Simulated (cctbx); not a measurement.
## What resolution and counting buy: Rb3SiI7

Space group P4/mbm (no. 127), a = 10.4930 Å, b = 10.4930 Å, c = 7.4940 Å, α = 90.00°, β = 90.00°, γ = 90.00°.

```
atom  mult.       x       y       z  Ueq (Å²)
  I1      2     1/2     1/2     1/2    0.0152
  I2      4  0.8512  0.6488       0    0.0139
  I3      8  0.1082  0.6082  0.7888    0.0148
 Rb1      4  0.8029  0.6971     1/2    0.0188
 Rb2      2     1/2     1/2       0    0.0149
 Si1      2     1/2       0       0    0.0265
```

The model was made for the exercise: a known structure type with other elements put in, its volume estimated, not relaxed; displacement parameters are assumed.

Five simulated data sets (cctbx; Mo Kα, λ = 0.71073 Å; 4 % proportional error) differ in resolution or exposure (noise floor 8 counts in the first three, 8 in the last two). Each is refined with the right model, isotropic at 1.1 Å and anisotropic otherwise. How do the figures of merit and the uncertainties move?

| d min (Å) | top counts | ⟨I/σ⟩ (unmerged, absences included) | unique | param. (scale apart) | Rint | R1 | GooF | largest s.u. xyz (fractional) | s.u. U of Si1 (Å²) | largest error (Å) |
| --- | --- | --- | --- | --- | --- | --- | --- | --- | --- | --- |
| 1.1 | 40000 | 16.4 | 204 | 10 | 0.032 | 0.0073 | 0.95 | 0.00004 | 0.0007 | 0.0010 |
| 0.84 | 40000 | 14.9 | 431 | 21 | 0.034 | 0.0080 | 0.89 | 0.00002 | 0.0005 | 0.0004 |
| 0.6 | 40000 | 11.2 | 1130 | 21 | 0.038 | 0.0106 | 0.93 | 0.00002 | 0.0003 | 0.0001 |
| 0.75 | 300 | 0.9 | 591 | 21 | 0.493 | 0.0844 | 0.94 | 0.00050 | 0.0093 | 0.0036 |
| 0.75 | 3000 | 4.9 | 591 | 21 | 0.097 | 0.0257 | 0.94 | 0.00009 | 0.0017 | 0.0005 |

The number of reflections grows roughly as 1/d³: 204, 431 and 1130 here. R1 follows the noise rather than the truth: at 300 counts it is 0.0844, at 3000 counts 0.0257, while GooF is 0.94 and 0.94: the weights 1/σ² carry the noise. The s.u. of U (U11 where anisotropic) for Si1 goes 0.0007, 0.0005, 0.0003 Å² with resolution and 0.0093, 0.0017 Å² with exposure.

Hardware for the 0.6 Å refinement: 0.52 s on 1 thread of Arm Neoverse N1 (shared host), peak memory 0.09 GiB.

[Logs are printed without paths, hosts, clocks, repeated set-up lines and the standing remarks that a program may print on its own settings, such as how far it seeks lower states.]
